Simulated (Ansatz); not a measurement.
# CeO2 (P4_2/mnm): how robust is the cRPA U?

Aim: hold the target of a cRPA run on CeO2 (P4_2/mnm) and move one thing at a time.

Main program and level: Ansatz 0.2.0; constrained RPA on LDA, plane waves, PAW.

## 1. The structure

It takes space group P4_2/mnm (No. 136, tetragonal). The conventional cell has a = 5.135 Å, b = 5.135 Å, c = 3.636 Å, α = 90.00°, β = 90.00°, γ = 90.00°. Nearest to Ce lie 6 O at 2.27 Å. O has 3 Ce at 2.27 Å nearest. Farther neighbours and most contacts between anions are not listed.

The cell and positions are those that the Materials Project relaxed with its own functionals (PBE, PBE+U or r2SCAN), kept fixed. This is not the form that CeO2 usually takes at ambient conditions. The program's search for lower electronic states was switched off, so nothing shows that the state found is the lowest. Spin-orbit coupling is left out unless a step names it. The default PAW set here is soft_2. Its files were made with PBE.

## 2. Base: Ce f, bands c1 to c14, 4×4×4 mesh, medium accuracy

Constrained RPA screens the interaction with every transition except those inside the target bands, which a later many-body model would treat itself.

Contents of input.yaml:

```yaml
crystal:
  lattice:
    - [3.63075078, -2.5673285, 2.5673285]
    - [-3.63075078, -2.5673285, 2.5673285]
    - [0.0, -2.57133724, -2.57133724]
  atoms:
    - { symbol: Ce, position: [0.5, 0.5, 0.5] }
    - { symbol: Ce, position: [0.0, 0.0, 0.0] }
    - { symbol: O, position: [0.81266, 0.18734, 0.5] }
    - { symbol: O, position: [0.18734, 0.81266, 0.5] }
    - { symbol: O, position: [0.31266, 0.31266, 0.0] }
    - { symbol: O, position: [0.68734, 0.68734, 0.0] }
kpoints:
  mp_grid: { grid: [4, 4, 8] }
hamiltonian:
  xc: lda
scf:
  occupations: { method: gaussian, width: 0.08 }
  n_extra_bands: 28
  max_iter: 150
  lower_state_search: "off"
output:
  crpa:
    kmesh: [4, 4, 4]
    target_bands: [c1, c14]
    projections: [{ species: Ce, l: f, shell: 4 }]
  local_orbitals:
    kmesh: [8, 8, 8]
    orbitals: [{ species: Ce, l: f, shell: 4 }]
    window: { bands: [c1, c14] }
    seedname: lo
```

Run with:

```sh
$ ansatz run input.yaml --threads 4 --pin off --max-ram 14745MiB --backend cpu --events-out ev --progress --plain --runs-dir out
```

Numbers of over 12 decimals in the logs are rounded to 6 here.

The log of the run:

```text
Ce: projections on atomic orbitals take those of the free atom [Kr 4d10] 4f1 5s2 5p6 5d1 6s2, of charge +0.00 (hamiltonian.pseudopotentials.projection_atoms); the dataset's partial waves leave at most 1.4e-5 of an orbital's norm unspanned inside its sphere
scf.n_extra_bands = 28 over 24 filled bands (N_el = 48.0): the run solves 52 bands
Engine: ansatz 0.2.0, aarch64-unknown-linux-gnu
Pseudopotentials: kind: paw
Pseudopotential: Ce, paw, valence charge 12, recommended cutoff 420 eV (normal), Ce.paw.azcp
Pseudopotential: O, paw, valence charge 6, recommended cutoff 420 eV (normal), O.paw.azcp
Functional definition: SPW92
  exchange = slater_x
  correlation = pw_c
Crystal: 6 atoms, lattice volume = 95.873 Å³
Basis set: ecut = 420 eV, 1877 PW (Γ)
Bands: 52, of which v1, the nominal top of the filled ones, is band 24 counted from 1 (23 counted from 0)
Symmetry: 16 space group operations
Space group: P42/mnm (ITA 136), of the structure as read, at distance tolerance 4.6e-5 Å
k-points: 30 of 128
Non-local potential: Ce, projectors of the file, l = 0: 3, l = 1: 2, l = 2: 2, l = 3: 3
Non-local potential: O, projectors of the file, l = 0: 2, l = 1: 2, l = 2: 1
PAW form: soft (Blöchl's): semilocal exchange-correlation on the pseudo side does not see the compensation charge
PAW frozen core: Ce, regenerated for the run's functional, and the local potential with it (the file was generated under x = pbe(κ = 0.804, μ = 0.219515), c = pbe(β = 0.066725))
PAW frozen core: O, regenerated for the run's functional, and the local potential with it (the file was generated under x = pbe(κ = 0.804, μ = 0.219515), c = pbe(β = 0.066725))
PAW one-centre angular grid: Ce, 590 points (default); XC on 64 Gauss nodes
PAW one-centre angular grid: O, 110 points (default); XC on 64 Gauss nodes
Initial density: superposition of atomic densities (neutral atoms: chi_scale 0, normalization atom), corrected by the library's trained network
Initial wavefunctions: pseudopotential atomic-orbital guess
Functional: x = slater, c = lda
SCF iter   1: F=—  HF=-15025.976684 eV  |F-HF|=—  |Δ(HF+E_count)|=         —  Δρ=2.60e-2  dr2=6.71e-1  ethr=1.77e-3  ⟨swp⟩=5.3  Hψ=6582  notcnv=0  defer=125
preconditioner: auto → Resta (q_TF=auto, 2.431 Å⁻¹)  ε∞=4.5  [insulator: Δε(μ)=1.613 eV  Ē_g=13.463 eV  σ=0.080 eV  W_gap=1.00  n_scr=18 (ndim 8)  ℏωp=25.2 eV  f_vac=0.049  D(μ)=0.00/eV (n_scr^D=0)  ε∞_Penn≈4.5]
SCF iter   2: F=—  HF=-15026.069333 eV  |F-HF|=—  |Δ(HF+E_count)|=   9.26e-2  Δρ=3.41e-2  dr2=1.21e0  ethr=1.40e-3  ⟨swp⟩=4.0  Hψ=2869  notcnv=0  defer=539
SCF iter   3: F=—  HF=-15025.915702 eV  |F-HF|=—  |Δ(HF+E_count)|=   1.54e-1  Δρ=1.13e-2  dr2=1.35e-1  ethr=1.40e-3  ⟨swp⟩=2.2  Hψ=1557  notcnv=0  defer=539
[...]
cRPA screening: q 21/64 (q-point 9)
cRPA screening: q 23/64 (q-point 10)
cRPA screening: q 27/64 (q-point 11)
cRPA screening: q 29/64 (q-point 21)
[...]
cRPA screening: q 59/64 (q-point 31)
cRPA screening: q 61/64 (q-point 41)
cRPA screening: q 62/64 (q-point 42)
cRPA screening: q 64/64 (q-point 43)
SCF converged after 9 iterations
Free energy (F): -15025.896124 eV
Harris-Foulkes:  -15025.896124 eV  (|F-HF|=9.02e-8)
Internal energy: -15025.896124 eV  (E = F + TS)
E sigma→0 (E₀):  -15025.896124 eV
Fermi energy:    8.707036 eV
--- Per-component energies (eV) ---
  E_band       = -95.288610
  E_kinetic    = 1464.687429
  E_local      = -2338.768844  (includes V_loc(G=0)·N_el)
  E_nonlocal   = 83.608926
  E_hartree    = 824.255516
  E_xc         = -745.652565
  E_vxc        = -883.132688  (∫ρ·V_xc dr)
  E_paw        = -11177.034431  (= ΣΔE_a)
  E_vpaw       = -70.205362  (= ΣTr[D̂ρ^β])
  E_aug_tail   = 0.009822  (compensation charges beyond the density's cutoff)
  E_ewald      = -3138.260362
  E_core_change = 1.258386  (= ΣΔE_core)
  E_smearing   = -0.000000  (= −TS)
  E_closure    = 0.000000  (closes the sum)
  Σ components = -15025.896124   (vs F -15025.896124, Δ=0.00e0)
--- Band table (eV; the first three rows and the last of 30) ---
  k-point 0: bands = [... 20 lower, 7.2318, 7.2318, 7.3475, 7.7469, 9.7631, 9.7631, 9.7953, 9.9039, ... 24 higher]
  k-point 1: bands = [... 20 lower, 7.1541, 7.2846, 7.2846, 7.6022, 9.7738, 9.7738, 9.8785, 9.9119, ... 24 higher]
  k-point 2: bands = [... 20 lower, 6.6637, 7.2234, 7.4216, 7.4216, 9.8017, 9.8017, 9.8834, 9.9535, ... 24 higher]
  k-point 29: bands = [... 20 lower, 7.0243, 7.0243, 7.2664, 7.2664, 9.7824, 9.7824, 9.8254, 9.8254, ... 24 higher]
--- cRPA (band scheme, projected local orbitals): target bands 25..38 (1-based), 14 Wannier function(s), 4×4×4 mesh, 76 bands' worth read of 81 solved, ecut_chi 136.0 eV, v(q+G=0) probe_charge, pair densities all_electron ---
  bands read: the sum over 76 bands ends inside a degenerate multiplet in 2 slots, whose members it reads at an even weight; the widest, k=1: bands 76 to 77 (counted from 1) at 1/2 each
  χ-basis size per q: N_G = 334..360
  window electrons = 0.0000, filled by tetrahedron_uncorrected; constrained ε̄⁻¹(q = 0, 0) head = 0.160519; min gauge Gram eig = 0.7212
  Kanamori averages over each shell's own Wannier functions (sites counted from 0, functions from 1):
  Each shell's averages of U are screened by what lies outside the whole window alone: parameters of one model of all the shells.
    Site 0, 4F, 7 of 7 f orbitals (Wannier functions 1, 2, 3, 4, 5, 6, 7; wannier90's mr 1, 2, 3, 4, 5, 6, 7):
      screened: U = 3.7039 eV, U' = 2.7348 eV, J = 0.4644 eV
      screened, to within: U = 1.3e-2 eV, U' = 1.3e-2 eV, J = 9.4e-4 eV
      bare: V = 23.1725 eV, V' = 21.8206 eV, J = 0.6239 eV
    Site 1, 4F, 7 of 7 f orbitals (Wannier functions 8, 9, 10, 11, 12, 13, 14; wannier90's mr 1, 2, 3, 4, 5, 6, 7):
      screened: U = 3.7237 eV, U' = 2.7315 eV, J = 0.4611 eV
      screened, to within: U = 1.3e-2 eV, U' = 1.3e-2 eV, J = 9.4e-4 eV
      bare: V = 23.1766 eV, V' = 21.8199 eV, J = 0.6232 eV
  Hermiticity witness max|P − P†| over intra, direct and exchange elements: 1.78e-14 eV (screened), 2.02e-19 eV (bare)
  Reality witness max|Im| over intra, direct and exchange elements: 4.90e-9 eV (screened), 2.10e-12 eV (bare)
```

The job ended after 23 min (4 threads of Arm Neoverse V1, shared host; peak memory 1.2 GiB).

Numbers from this step:

```
U                                                 : 3.704 eV
U prime (inter-orbital)                           : 2.735 eV
J                                                 : 0.4644 eV
bare V                                            : 23.17 eV
bare J                                            : 0.6239 eV
stated bound on U                                 : 0.01213 eV
U over bare V                                     : 0.1598
electrons in the window                           : 0
head of the constrained inverse dielectric matrix : 0.1605
least eigenvalue of the projection's overlap      : 0.7212
target functions                                  : 14
bands in the sums                                 : 76
r.m.s. miss of the model bands                    : 1.35e-4 eV
width of the target bands                         : 1.418 eV
weight of the projected orbitals in the window    : 0.9209
```

On the Ce f shell, screening brings the on-site interaction from 23.2 eV down to U = 3.70 eV.

## 3. Changed: 2×2×4 mesh

input.yaml, as its differences from that of step 2:

```diff
@@ -23,9 +23,4 @@
   crpa:
-    kmesh: [4, 4, 4]
+    kmesh: [2, 2, 4]
     target_bands: [c1, c14]
     projections: [{ species: Ce, l: f, shell: 4 }]
-  local_orbitals:
-    kmesh: [8, 8, 8]
-    orbitals: [{ species: Ce, l: f, shell: 4 }]
-    window: { bands: [c1, c14] }
-    seedname: lo
```

The log of the run:

```text
[...]
Crystal: 6 atoms, lattice volume = 95.873 Å³
Basis set: ecut = 420 eV, 1877 PW (Γ)
Bands: 52, of which v1, the nominal top of the filled ones, is band 24 counted from 1 (23 counted from 0)
[... 1 set-up line as in the run before ...]
[...]
k-points: 30 of 128
[...]
SCF iter   1: F=—  HF=-15025.976684 eV  |F-HF|=—  |Δ(HF+E_count)|=         —  Δρ=2.60e-2  dr2=6.71e-1  ethr=1.77e-3  ⟨swp⟩=5.3  Hψ=6582  notcnv=0  defer=125
[...]
SCF iter   9: F=-15025.896124 eV  HF=-15025.896124 eV  |F-HF|=9.02e-8  |Δ(HF+E_count)|=   1.27e-7  Δρ=9.68e-6  dr2=9.49e-8  ethr=2.08e-10  ⟨swp⟩=7.6  Hψ=6967  notcnv=0
SCF 1 converged in 9 iterations: F = -15025.896124 eV  dr2 = 9.49e-8
[...]
NSCF: frozen V_eff on 9 k-points
[...]
cRPA screening: q 1/16
cRPA screening: q 2/16
cRPA screening: q 4/16 (q-point 3)
cRPA screening: q 5/16
cRPA screening: q 7/16 (q-point 6)
cRPA screening: q 11/16 (q-point 7)
cRPA screening: q 13/16
cRPA screening: q 14/16
cRPA screening: q 16/16 (q-point 15)
SCF converged after 9 iterations
Free energy (F): -15025.896124 eV
[...]
Internal energy: -15025.896124 eV  (E = F + TS)
E sigma→0 (E₀):  -15025.896124 eV
Fermi energy:    8.707036 eV
[...]
--- Band table (eV; the first three rows and the last of 30) ---
  k-point 0: bands = [... 20 lower, 7.2318, 7.2318, 7.3475, 7.7469, 9.7631, 9.7631, 9.7953, 9.9039, ... 24 higher]
  k-point 1: bands = [... 20 lower, 7.1541, 7.2846, 7.2846, 7.6022, 9.7738, 9.7738, 9.8785, 9.9119, ... 24 higher]
  k-point 2: bands = [... 20 lower, 6.6637, 7.2234, 7.4216, 7.4216, 9.8017, 9.8017, 9.8834, 9.9535, ... 24 higher]
  k-point 29: bands = [... 20 lower, 7.0243, 7.0243, 7.2664, 7.2664, 9.7824, 9.7824, 9.8254, 9.8254, ... 24 higher]
[...]
χ-basis size per q: N_G = 334..360
[...]
screened: U = 3.7259 eV, U' = 2.7573 eV, J = 0.4643 eV
      screened, to within: U = 1.2e-2 eV, U' = 1.2e-2 eV, J = 9.4e-4 eV
      bare: V = 23.2016 eV, V' = 21.8495 eV, J = 0.6240 eV
[...]
screened: U = 3.7461 eV, U' = 2.7539 eV, J = 0.4609 eV
      screened, to within: U = 1.2e-2 eV, U' = 1.2e-2 eV, J = 9.4e-4 eV
      bare: V = 23.2057 eV, V' = 21.8488 eV, J = 0.6234 eV
[...]
```

Elapsed: 3.6 min, on 4 threads; peak memory 1 GiB.

Numbers from this step:

```yaml
u: 3.726 eV
u_prime_inter_orbital: 2.757 eV
j: 0.4643 eV
bare_v: 23.20 eV
bare_j: 0.6240 eV
stated_bound_on_u: 0.01104 eV
u_over_bare_v: 0.1606
electrons_in_the_window: 0
head_of_the_constrained_inverse_dielectric_matrix: 0.1620
least_eigenvalue_of_the_projection_s_overlap: 0.7212
target_functions: 14
bands_in_the_sums: 76
width_of_the_target_bands: 1.418 eV
weight_of_the_projected_orbitals_in_the_window: 0.9209
```

On the Ce f shell, screening brings the on-site interaction from 23.2 eV down to U = 3.73 eV.

## 4. Changed: 2×2×2 mesh

input.yaml, as its differences from that of step 3:

```diff
@@ -23,3 +23,3 @@
   crpa:
-    kmesh: [2, 2, 4]
+    kmesh: [2, 2, 2]
     target_bands: [c1, c14]
```

The log of the run:

```text
[...]
Crystal: 6 atoms, lattice volume = 95.873 Å³
Basis set: ecut = 420 eV, 1877 PW (Γ)
Bands: 52, of which v1, the nominal top of the filled ones, is band 24 counted from 1 (23 counted from 0)
[... 1 set-up line as in the run before ...]
[...]
k-points: 30 of 128
[...]
χ-basis size per q: N_G = 334..348
[...]
screened: U = 3.7050 eV, U' = 2.7403 eV, J = 0.4617 eV
      screened, to within: U = 1.1e-2 eV, U' = 1.1e-2 eV, J = 9.2e-4 eV
      bare: V = 23.2371 eV, V' = 21.8840 eV, J = 0.6233 eV
[...]
screened: U = 3.7248 eV, U' = 2.7370 eV, J = 0.4585 eV
      screened, to within: U = 1.1e-2 eV, U' = 1.1e-2 eV, J = 9.2e-4 eV
      bare: V = 23.2406 eV, V' = 21.8834 eV, J = 0.6228 eV
[...]
[key lines of the parts left out:]
SCF converged after 9 iterations
Free energy (F): -15025.896124 eV
Fermi energy:    8.707036 eV
```

Wall time 91 s (4 threads); peak memory 1 GiB; 5.7 min of CPU time.

This step gave:

```
U                                                 : 3.705 eV
U prime (inter-orbital)                           : 2.740 eV
J                                                 : 0.4617 eV
bare V                                            : 23.24 eV
bare J                                            : 0.6233 eV
stated bound on U                                 : 0.01053 eV
U over bare V                                     : 0.1594
electrons in the window                           : 0
head of the constrained inverse dielectric matrix : 0.1622
least eigenvalue of the projection's overlap      : 0.7212
target functions                                  : 14
bands in the sums                                 : 76
width of the target bands                         : 1.418 eV
weight of the projected orbitals in the window    : 0.9209
```

On the Ce f shell, screening brings the on-site interaction from 23.2 eV down to U = 3.71 eV.

## 5. Changed: volume +3 %

The cell differs from the one that the last finished run ended in (a 5.135 → 5.185 Å, b 5.135 → 5.185 Å, c 3.636 → 3.672 Å).

input.yaml, as its differences from that of step 4:

```diff
@@ -2,5 +2,5 @@
   lattice:
-    - [3.63075078, -2.5673285, 2.5673285]
-    - [-3.63075078, -2.5673285, 2.5673285]
-    - [0.0, -2.57133724, -2.57133724]
+    - [3.6667011456, -2.5927492473, 2.5927492473]
+    - [-3.6667011456, -2.5927492473, 2.5927492473]
+    - [0.0, -2.5967976804, -2.5967976804]
   atoms:
@@ -23,4 +23,9 @@
   crpa:
-    kmesh: [2, 2, 2]
+    kmesh: [4, 4, 4]
     target_bands: [c1, c14]
     projections: [{ species: Ce, l: f, shell: 4 }]
+  local_orbitals:
+    kmesh: [8, 8, 8]
+    orbitals: [{ species: Ce, l: f, shell: 4 }]
+    window: { bands: [c1, c14] }
+    seedname: lo
```

The log of the run:

```text
[...]
Crystal: 6 atoms, lattice volume = 98.749 Å³
Basis set: ecut = 420 eV, 1941 PW (Γ)
Bands: 52, of which v1, the nominal top of the filled ones, is band 24 counted from 1 (23 counted from 0)
[... 1 set-up line as in the run before ...]
[...]
k-points: 30 of 128
[...]
χ-basis size per q: N_G = 334..382
[...]
screened: U = 3.6046 eV, U' = 2.6395 eV, J = 0.4628 eV
      screened, to within: U = 1.3e-2 eV, U' = 1.3e-2 eV, J = 9.5e-4 eV
      bare: V = 23.1868 eV, V' = 21.8340 eV, J = 0.6245 eV
[...]
screened: U = 3.6247 eV, U' = 2.6362 eV, J = 0.4594 eV
      screened, to within: U = 1.3e-2 eV, U' = 1.3e-2 eV, J = 9.5e-4 eV
      bare: V = 23.1913 eV, V' = 21.8332 eV, J = 0.6238 eV
[...]
[key lines of the parts left out:]
SCF converged after 10 iterations
Free energy (F): -15025.721122 eV
Fermi energy:    8.280129 eV
```

Run time: 24 min. Hardware: 4 threads; peak memory 1.2 GiB.

This step gave:

```yaml
u: 3.605 eV
u_prime_inter_orbital: 2.640 eV
j: 0.4628 eV
bare_v: 23.19 eV
bare_j: 0.6245 eV
stated_bound_on_u: 0.01237 eV
u_over_bare_v: 0.1555
electrons_in_the_window: 0
head_of_the_constrained_inverse_dielectric_matrix: 0.1582
least_eigenvalue_of_the_projection_s_overlap: 0.7208
target_functions: 14
bands_in_the_sums: 76
r_m_s_miss_of_the_model_bands: 1.17e-4 eV
width_of_the_target_bands: 1.354 eV
weight_of_the_projected_orbitals_in_the_window: 0.9215
```

On the Ce f shell, screening brings the on-site interaction from 23.2 eV down to U = 3.60 eV.

## 6. Side by side

Times are wall times on 4 threads of Arm Neoverse V1, shared host, good to a factor of about two.

| run | bare V (eV) | U (eV) | J (eV) | bound on U (eV) | width (eV) | time |
| --- | --- | --- | --- | --- | --- | --- |
| target window | 23.17 | 3.704 | 0.464 | 0.0121 | 1.42 | 23 min |
| 2×2×4 mesh | 23.20 | 3.726 | 0.464 | 0.0110 | 1.42 | 3.6 min |
| 2×2×2 mesh | 23.24 | 3.705 | 0.462 | 0.0105 | 1.42 | 91 s |
| volume +3 % | 23.19 | 3.605 | 0.463 | 0.0124 | 1.35 | 24 min |

## 7. Outcome

- target window: U 3.70 eV, J 0.46 eV
- 2×2×4 mesh: U 3.73 eV, J 0.46 eV
- 2×2×2 mesh: U 3.71 eV, J 0.46 eV
- volume +3 %: U 3.60 eV, J 0.46 eV

**Reading.** 2×2×4 mesh moves U by +0.02 eV (within the solver's bounds, for the mean over orbitals) at 0.16 times the time. 2×2×2 mesh moves U by +0.001 eV (within the solver's bounds, for the mean over orbitals) at 0.066 times the time. Volume +3 % moves U by −0.10 eV. The printed bound covers the solver alone, not the mesh, and no denser mesh than the base was run. The parent state is non-magnetic and the interaction static (zero frequency); U depends on the window and the orbitals, so it belongs to this model alone.

[Paths, hosts, dates, memory and timing lines, banners, echoed tables and standing remarks are left out of the program output.]

[Logs are printed without paths, hosts, clocks, repeated set-up lines and the standing remarks that a program may print on its own settings, such as how far it seeks lower states.]

[Runs of the session that timed out or met a known fault of the program may be left out.]

[Hosts, paths, dates, database ids (printed as entryN), source tags and the programs' standing remarks are cut or masked in the printed files.]
